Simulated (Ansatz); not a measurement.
# Te on Al(110): change of the work function, part 4 of 6

Wanted: Δφ(θ) for Te/Al(110), starting from the hollow site.

Ansatz 0.2.0; plane-wave DFT, PBE, Ansatz PAW.

So far, work function, upper face (eV): step 2 (the clean slab) 3.99; step 3 (46 atoms, coverage 0.111 ML, cell 3x3) 4.21; step 4 (21 atoms, coverage 0.25 ML, cell 2x2) 4.34.

**5. The covered slab, k-mesh 4×5×1, coverage 0.5 ML**

System of this step: Te/Al(110). The cell holds 22 atoms: 20 Al and 2 Te. Cell: a = 8.100 Å, b = 5.728 Å, c = 24.750 Å, α = 90.0°, β = 90.0°, γ = 90.0°. Vacuum lies along c.

Another coverage, to see how the dipoles act on each other as their distance changes.

File input.yaml:

```yaml
crystal:
  lattice:
    - [8.1, 0.0, 0.0]
    - [0.0, 5.7275649276, 0.0]
    - [0.0, 0.0, 24.7502621437]
  atoms:
    - { symbol: Al, position: [0.0, 0.0, 0.3636325122] }
    - { symbol: Al, position: [0.25, 0.25, 0.4214860905] }
    - { symbol: Al, position: [0.0, 0.0, 0.4781571122] }
    - { symbol: Al, position: [0.25, 0.25, 0.5377938848] }
    - { symbol: Al, position: [0.0, 0.0, 0.5912899694] }
    - { symbol: Al, position: [0.0, 0.5, 0.3636325122] }
    - { symbol: Al, position: [0.25, 0.75, 0.4214860905] }
    - { symbol: Al, position: [0.0, 0.5, 0.4781571122] }
    - { symbol: Al, position: [0.25, 0.75, 0.5377938848] }
    - { symbol: Al, position: [0.0, 0.5, 0.5912899694] }
    - { symbol: Al, position: [0.5, 0.0, 0.3636325122] }
    - { symbol: Al, position: [0.75, 0.25, 0.4214860905] }
    - { symbol: Al, position: [0.5, 0.0, 0.4781571122] }
    - { symbol: Al, position: [0.75, 0.25, 0.5377938848] }
    - { symbol: Al, position: [0.5, 0.0, 0.5912899694] }
    - { symbol: Al, position: [0.5, 0.5, 0.3636325122] }
    - { symbol: Al, position: [0.75, 0.75, 0.4214860905] }
    - { symbol: Al, position: [0.5, 0.5, 0.4781571122] }
    - { symbol: Al, position: [0.75, 0.75, 0.5377938848] }
    - { symbol: Al, position: [0.5, 0.5, 0.5912899694] }
    - { symbol: Te, position: [0.25, 0.25, 0.6363674878] }
    - { symbol: Te, position: [0.75, 0.75, 0.6363674878] }
kpoints:
  mp_grid: { grid: [4, 5, 1] }
hamiltonian:
  xc: pbe
scf:
  occupations: { method: fermi_dirac, width: 0.1 }
  convergence: { dr2_threshold: 1.0e-08 }
efield:
  axis: 3
  dipole_correction: true
  ramp_position: 0.97
  ramp_width: 0.06
relax:
  f_tol: 0.02
  max_steps: 60
  constraints: [{ sites: [0, 1, 5, 6, 10, 11, 15, 16] }]
output:
  bader: true
  dos: { projected: true, e_range: [-8, 4] }
  write_potential: true
  write_density: true
  volumetric_format: npy
```

Started as:

```sh
ansatz run input.yaml --threads 4 --pin off --max-ram 6144MiB --backend cpu --events-out ev --progress --plain --runs-dir out
```

Numbers of over 12 decimals in the logs are rounded to 6 here.

What it wrote:

```text
[...]
Crystal: 22 atoms, lattice volume = 1148.246 Å³
Basis set: ecut = 420 eV, 22555 PW (Γ), exchange–correlation on 120×80×360 points (8 copies of the dense FFT grid, shifted against one another)
Bands: 68, of which v1, the nominal top of the filled ones, is band 46 counted from 1 (45 counted from 0)
Symmetry: 8 space group operations
[...]
2     Al      0.0038     0.0000
     3     Al     -0.0770     0.0000
     4     Al      0.4041     0.0035
     5     Al      0.0199     0.0000
     6     Al      0.0740     0.0000
     7     Al      0.0038     0.0000
[...]
18     Al     -0.0770     0.0000
    19     Al      0.4040     0.0035
    20     Te     -0.9142     0.0071
    21     Te     -0.9142     0.0071
  estimated error of the sums over rays = 4.6e-4 e
[key lines of the parts left out:]
SCF converged after 6 iterations
Free energy (F): -24706.362913 eV
Fermi energy:    0.021404 eV
Dipole field:    D = -0.013135 V/Å  (p = -0.083347 e·Å, saw-weighted, corrected)
Work function:   Φ+ = 4.5343 eV   Φ− = 4.2092 eV
```

Elapsed: 1.8 min, on 4 threads of Intel Xeon 6975P-C (Granite Rapids), shared host; peak memory 2.3 GiB.

Relaxation path:

```
step  energy less that of the first step (eV)  largest force component (eV/Å)
   1                                   0.0000                          4.2640
   2                                  -1.4350                          1.7428
   3                                  -1.9314                          0.6581
   4                                  -2.1538                          0.2204
   5                                  -2.2079                          0.0501
   6                                  -2.2088                          0.0095
```

The run keeps the 8 symmetry operations that it works with, so distortions that break them were not tested.

The atoms that moved most (Å):

```
atom     dx     dy     dz  length
Te21  0.000  0.000  0.732   0.732
Te22  0.000  0.000  0.732   0.732
 Al5  0.000  0.000  0.232   0.232
Al10  0.000  0.000  0.232   0.232
Al15  0.000  0.000  0.232   0.232
Al20  0.000  0.000  0.232   0.232
 Al9  0.000  0.000  0.134   0.134
Al14  0.000  0.000  0.134   0.134
```

The relaxed structure:

```xyz
22
Lattice="8.1000 0.0000 0.0000 0.0000 5.7276 0.0000 0.0000 0.0000 24.7503" Properties=species:S:1:pos:R:3
Al    0.0000    0.0000    9.0000
Al    2.0250    1.4319   10.4319
Al    0.0000    0.0000   11.9020
Al    2.0250    1.4319   13.2470
Al    0.0000    0.0000   14.8665
Al    0.0000    2.8638    9.0000
Al    2.0250    4.2957   10.4319
Al    0.0000    2.8638   11.9020
Al    2.0250    4.2957   13.4448
Al    0.0000    2.8638   14.8665
Al    4.0500    0.0000    9.0000
Al    6.0750    1.4319   10.4319
Al    4.0500    0.0000   11.9020
Al    6.0750    1.4319   13.4448
Al    4.0500    0.0000   14.8665
Al    4.0500    2.8638    9.0000
Al    6.0750    4.2957   10.4319
Al    4.0500    2.8638   11.9020
Al    6.0750    4.2957   13.2470
Al    4.0500    2.8638   14.8665
Te    2.0250    1.4319   16.4825
Te    6.0750    4.2957   16.4825
```

The relaxation took 6 steps and lowered the energy by 2.2 eV; the largest force on the free atoms ends at 0.0095 eV/Å.

The covered face has 4.53 eV, +0.54 eV against the clean one; the bare back face has moved by +0.22 eV, a measure of how thin the slab is.

**6. The covered slab, k-mesh 8×10×1, coverage 1 ML**

System of this step: Te/Al(110). The cell holds 6 atoms: 5 Al and 1 Te. Its edges and angles: a = 4.050 Å, b = 2.864 Å, c = 24.750 Å, α = 90.0°, β = 90.0°, γ = 90.0°. Vacuum lies along c.

Another coverage, to see how the dipoles act on each other as their distance changes.

input.yaml, the sections that differ from step 5:

```yaml
crystal:
  lattice:
    - [4.05, 0.0, 0.0]
    - [0.0, 2.8637824638, 0.0]
    - [0.0, 0.0, 24.7502621437]
  atoms:
    - { symbol: Al, position: [0.0, 0.0, 0.3636325122] }
    - { symbol: Al, position: [0.5, 0.5, 0.4214860905] }
    - { symbol: Al, position: [0.0, 0.0, 0.4781571122] }
    - { symbol: Al, position: [0.5, 0.5, 0.5377938848] }
    - { symbol: Al, position: [0.0, 0.0, 0.5912899694] }
    - { symbol: Te, position: [0.5, 0.5, 0.6363674878] }
kpoints:
  mp_grid: { grid: [8, 10, 1] }
relax:
  f_tol: 0.02
  max_steps: 60
  constraints: [{ sites: [0, 1] }]
output:
  bader: true
  write_potential: true
  write_density: true
  volumetric_format: npy
# hamiltonian, scf, efield: as in step 5
```

What it wrote:

```text
[...]
Crystal: 6 atoms, lattice volume = 287.061 Å³
Basis set: ecut = 420 eV, 5631 PW (Γ), exchange–correlation on 60×40×360 points (8 copies of the dense FFT grid, shifted against one another)
Bands: 22, of which v1, the nominal top of the filled ones, is band 16 counted from 1 (15 counted from 0)
Symmetry: 4 space group operations
[...]
- { symbol: Te, position: [0.500000, 0.500000, 0.674698] }
--- Bader charges: 6 sites ---
  site symbol  charge [e]  shift [e]
     0     Al      0.0281     0.0000
     1     Al     -0.0104     0.0000
     2     Al      0.0164     0.0000
     3     Al      0.0414     0.0000
     4     Al      0.4043     0.0021
     5     Te     -0.4799     0.0021
  estimated error of the sums over rays = 4.1e-4 e
[key lines of the parts left out:]
SCF converged after 7 iterations
Free energy (F): -9666.298116 eV
Fermi energy:    0.887812 eV
Dipole field:    D = -0.012468 V/Å  (p = -0.019779 e·Å, saw-weighted, corrected)
Work function:   Φ+ = 4.3988 eV   Φ− = 4.0902 eV
```

It took 26 s on 4 threads; peak memory 0.67 GiB; 97 s of CPU time.

Relaxation path:

```
step  energy less that of the first step (eV)  largest force component (eV/Å)
   1                                   0.0000                          4.9184
   2                                  -0.9178                          2.0827
   3                                  -1.2242                          0.8670
   4                                  -1.3474                          0.4061
   5                                  -1.4102                          0.1866
   6                                  -1.4264                          0.0169
```

Forces are held to the 4 operations that the run works with; a distortion that breaks them can't arise in this run.

The atoms that moved most (Å):

```
atom     dx     dy     dz  length
 Te6  0.000  0.000  0.949   0.949
 Al5  0.000  0.000  0.186   0.186
 Al3  0.000  0.000  0.028   0.028
 Al4  0.000  0.000  0.016   0.016
```

The relaxed structure:

```xyz
6
Lattice="4.0500 0.0000 0.0000 0.0000 2.8638 0.0000 0.0000 0.0000 24.7503" Properties=species:S:1:pos:R:3
Al    0.0000    0.0000    9.0000
Al    2.0250    1.4319   10.4319
Al    0.0000    0.0000   11.8623
Al    2.0250    1.4319   13.3264
Al    0.0000    0.0000   14.8210
Te    2.0250    1.4319   16.6989
```

The relaxation took 6 steps and lowered the energy by 1.4 eV; the largest force on the free atoms ends at 0.017 eV/Å.

The covered face has 4.40 eV, +0.40 eV against the clean one; the bare back face has moved by +0.10 eV, a measure of how thin the slab is.

**7. Work function against coverage**

This step: plane-wave DFT, PBE, Ansatz PAW; work function against coverage (Ansatz 0.2.0).

The runs are now put side by side.

This step gave:

| Property | Result |
| --- | --- |
| work function of the clean face | 3.995 eV |
| largest change of the work function | 0.5393 eV |

Table of work function of the covered face by coverage:

```
coverage (adsorbates/nm²)  work function of the covered face (eV)
                     0.00                                    3.99
                     0.96                                    4.21
                     2.16                                    4.34
                     4.31                                    4.53
                     8.62                                    4.40
```

The dipole per adsorbate comes from the change of the cell's dipole. Coverage, by row:

```
coverage (1/nm²)  coverage (ML)  work function (eV)  change (eV)  dipole per adsorbate, positive end outwards (debye)  mean height of the added atoms over the highest substrate atom (Å)
          0.9579         0.1111               4.209       0.2136                                               -0.397                                                               1.799
           2.155           0.25               4.338       0.3435                                                -0.28                                                               1.775
           4.311            0.5               4.534       0.5393                                               -0.198                                                               1.616
           8.622              1               4.399       0.4039                                               -0.094                                                               1.878
```

**8. The slab at 0.25 ML, atoms frozen**

This step: plane-wave DFT, PBE, Ansatz PAW (Ansatz 0.2.0).

System of this step: Te/Al(110). The cell holds 21 atoms: 20 Al and 1 Te. Cell: a = 8.100 Å, b = 5.728 Å, c = 24.750 Å, α = 90.0°, β = 90.0°, γ = 90.0°. Vacuum lies along c.

To see where the charge goes, the covered slab, the bare substrate and the adsorbate layer are each run at the same frozen positions and on the same grid.

File input.yaml:

```yaml
crystal:
  lattice:
    - [8.1, 0.0, 0.0]
    - [0.0, 5.7275649276, 0.0]
    - [0.0, 0.0, 24.7502621437]
  atoms:
    - { symbol: Al, position: [0.0, 0.0, 0.3636325122] }
    - { symbol: Al, position: [0.25, 0.25, 0.4214860905] }
    - { symbol: Al, position: [-0.0078605725, 0.0009612648, 0.4800251995] }
    - { symbol: Al, position: [0.25, 0.25, 0.532184127] }
    - { symbol: Al, position: [0.0206428977, -0.0023125287, 0.596707008] }
    - { symbol: Al, position: [0.0, 0.5, 0.3636325122] }
    - { symbol: Al, position: [0.25, 0.75, 0.4214860905] }
    - { symbol: Al, position: [-0.0078605725, 0.4990387352, 0.4800251995] }
    - { symbol: Al, position: [0.25, 0.75, 0.5344490658] }
    - { symbol: Al, position: [0.0206428977, 0.5023125287, 0.596707008] }
    - { symbol: Al, position: [0.5, 0.0, 0.3636325122] }
    - { symbol: Al, position: [0.75, 0.25, 0.4214860905] }
    - { symbol: Al, position: [0.5078605725, 0.0009612648, 0.4800251995] }
    - { symbol: Al, position: [0.75, 0.25, 0.551635329] }
    - { symbol: Al, position: [0.4793571023, -0.0023125287, 0.596707008] }
    - { symbol: Al, position: [0.5, 0.5, 0.3636325122] }
    - { symbol: Al, position: [0.75, 0.75, 0.4214860905] }
    - { symbol: Al, position: [0.5078605725, 0.4990387352, 0.4800251995] }
    - { symbol: Al, position: [0.75, 0.75, 0.5421139239] }
    - { symbol: Al, position: [0.4793571023, 0.5023125287, 0.596707008] }
    - { symbol: Te, position: [0.25, 0.25, 0.6684140645] }
kpoints:
  mp_grid: { grid: [4, 5, 1] }
hamiltonian:
  xc: pbe
scf:
  occupations: { method: fermi_dirac, width: 0.1 }
  convergence: { dr2_threshold: 1.0e-08 }
efield:
  axis: 3
  dipole_correction: true
  ramp_position: 0.97
  ramp_width: 0.06
output:
  write_potential: true
  write_density: true
  volumetric_format: npy
```

What it wrote:

```text
[...]
Crystal: 21 atoms, lattice volume = 1148.246 Å³
Basis set: ecut = 420 eV, 22555 PW (Γ)
Bands: 59, of which v1, the nominal top of the filled ones, is band 38 counted from 1 (37 counted from 0)
Symmetry: 4 space group operations
[...]
k-points: 9 of 20
[...]
SCF iter   1: F=—  HF=-17725.470949 eV  |F-HF|=—  |Δ(HF+E_count)|=         —  Δρ=1.30e-3  dr2=2.14e-1  ethr=1.77e-3  p=-0.046 e·Å  D=-7.18e-3 V/Å  ΔV_dip=0.18 eV  dr2_dipole=4.47e-2  V_vac-E_F(+/−)=4.13/3.95 eV  ⟨swp⟩=12.7  Hψ=3166  notcnv=0  defer=1
[...]
SCF iter   8: F=-17725.461937 eV  HF=-17725.461937 eV  |F-HF|=3.51e-9  |Δ(HF+E_count)|=   4.32e-8  Δρ=2.60e-7  dr2=1.81e-9  ethr=1.32e-11  p=-0.059 e·Å  D=-9.31e-3 V/Å  ΔV_dip=0.23 eV  dr2_dipole=2.36e-11  V_vac-E_F(+/−)=4.34/4.11 eV  ⟨swp⟩=16.1  Hψ=1951  notcnv=0
SCF 1 converged in 8 iterations: F = -17725.461937 eV  dr2 = 1.81e-9
[...]
SCF converged after 8 iterations
Free energy (F): -17725.461937 eV
[...]
Internal energy: -17725.162848 eV  (E = F + TS)
E sigma→0 (E₀):  -17725.312393 eV
Entropy (-TS):   -0.299088 eV (-14.242 meV/atom)
Fermi energy:    -0.251587 eV
Dipole field:    D = -0.009310 V/Å  (p = -0.059078 e·Å, saw-weighted, corrected)
Work function:   Φ+ = 4.3385 eV   Φ− = 4.1081 eV
[...]
--- Band table (eV; the first three rows and the last of 9) ---
  k-point 0: bands = [... 34 lower, -1.2771, -1.2633, -1.0613, -0.7911, -0.6097, -0.1638, 0.0590, 0.4523, ... 17 higher]
  k-point 1: bands = [... 34 lower, -0.9723, -0.9036, -0.6597, -0.6367, -0.4857, -0.1900, 0.0742, 0.1357, ... 17 higher]
  k-point 2: bands = [... 34 lower, -0.4733, -0.3907, -0.1743, -0.0872, -0.0221, 0.1370, 0.4198, 0.4986, ... 17 higher]
  k-point 8: bands = [... 34 lower, -1.2034, -0.6605, -0.4410, -0.2469, 0.0448, 0.1235, 0.1325, 0.6577, ... 17 higher]
```

It took 15 s on 4 threads; peak memory 2 GiB; 55 s of CPU time.

This step gave:

| Item | Value |
| --- | --- |
| energy at zero smearing | -17725.3124 eV |
| work function, upper face | 4.339 eV |
| work function, lower face | 4.108 eV |
| dipole along the normal | -0.05908 e·Å |
| step between the vacuum levels | 0.2304 eV |

The work function of the upper face is 4.34 eV.

**9. The substrate of the 0.25 ML cell alone**

System of this step: Te/Al(110), substrate alone, atoms held. The cell holds 20 atoms: 20 Al. Cell: a = 8.100 Å, b = 5.728 Å, c = 24.750 Å, α = 90.0°, β = 90.0°, γ = 90.0°. Vacuum lies along c.

The second part, atoms unmoved.

Edit input.yaml of step 8 so:

```diff
@@ -26,3 +26,2 @@
     - { symbol: Al, position: [0.4793571023, 0.5023125287, 0.596707008] }
-    - { symbol: Te, position: [0.25, 0.25, 0.6684140645] }
 kpoints:
```

What it wrote:

```text
[...]
Crystal: 20 atoms, lattice volume = 1148.246 Å³
Basis set: ecut = 420 eV, 22555 PW (Γ)
Bands: 50, of which v1, the nominal top of the filled ones, is band 30 counted from 1 (29 counted from 0)
Symmetry: 4 space group operations
[...]
k-points: 9 of 20
[...]
SCF iter   1: F=—  HF=-10744.364826 eV  |F-HF|=—  |Δ(HF+E_count)|=         —  Δρ=9.74e-4  dr2=1.91e-2  ethr=1.77e-3  p=0.001 e·Å  D=1.79e-4 V/Å  ΔV_dip=-0.00 eV  dr2_dipole=7.86e-4  V_vac-E_F(+/−)=3.93/3.94 eV  ⟨swp⟩=10.9  Hψ=2802  notcnv=0
[...]
SCF iter   7: F=-10744.369927 eV  HF=-10744.369927 eV  |F-HF|=7.35e-9  |Δ(HF+E_count)|=   1.17e-7  Δρ=3.92e-7  dr2=4.61e-9  ethr=1.67e-11  p=-0.004 e·Å  D=-5.73e-4 V/Å  ΔV_dip=0.01 eV  dr2_dipole=6.80e-11  V_vac-E_F(+/−)=4.01/4.00 eV  ⟨swp⟩=15.3  Hψ=1765  notcnv=0
SCF 1 converged in 7 iterations: F = -10744.369927 eV  dr2 = 4.61e-9
[...]
SCF converged after 7 iterations
Free energy (F): -10744.369927 eV
[...]
Internal energy: -10744.058386 eV  (E = F + TS)
E sigma→0 (E₀):  -10744.214157 eV
Entropy (-TS):   -0.311541 eV (-15.577 meV/atom)
Fermi energy:    -0.480462 eV
Dipole field:    D = -0.000578 V/Å  (p = -0.003666 e·Å, saw-weighted, corrected)
Work function:   Φ+ = 4.0115 eV   Φ− = 3.9972 eV
[...]
--- Band table (eV; the first three rows and the last of 9) ---
  k-point 0: bands = [... 26 lower, -1.5520, -1.3238, -1.2766, -1.1918, -0.6538, -0.2413, -0.0614, 0.1860, ... 16 higher]
  k-point 1: bands = [... 26 lower, -1.2564, -1.1299, -1.0864, -1.0662, -0.5663, -0.4992, -0.4275, -0.1762, ... 16 higher]
  k-point 2: bands = [... 26 lower, -0.7109, -0.6032, -0.5770, -0.4004, -0.1411, 0.0202, 0.1546, 0.2372, ... 16 higher]
  k-point 8: bands = [... 26 lower, -1.4128, -1.3209, -0.5288, -0.4561, -0.1926, -0.1034, -0.0176, 0.1728, ... 16 higher]
```

The job ended after 11 s (4 threads; peak memory 1.7 GiB).

Numbers from this step:

| Quantity | Value |
| --- | --- |
| energy at zero smearing | -10744.2142 eV |
| work function, upper face | 4.011 eV |
| dipole along the normal | -0.003666 e·Å |

The work function of the upper face is 4.01 eV.

(Part 4 of 6 ends here.)

[Logs are printed without paths, hosts, clocks, repeated set-up lines and the standing remarks that a program may print on its own settings, such as how far it seeks lower states.]

[Hosts, paths, dates, database ids (printed as entryN), source tags and the programs' standing remarks are cut or masked in the printed files.]

[Maps of the electrostatic potential energy from Ansatz leave out the sawtooth potential of an applied field or a dipole correction, so their vacuum need not be flat; planar profiles and work functions include it.]
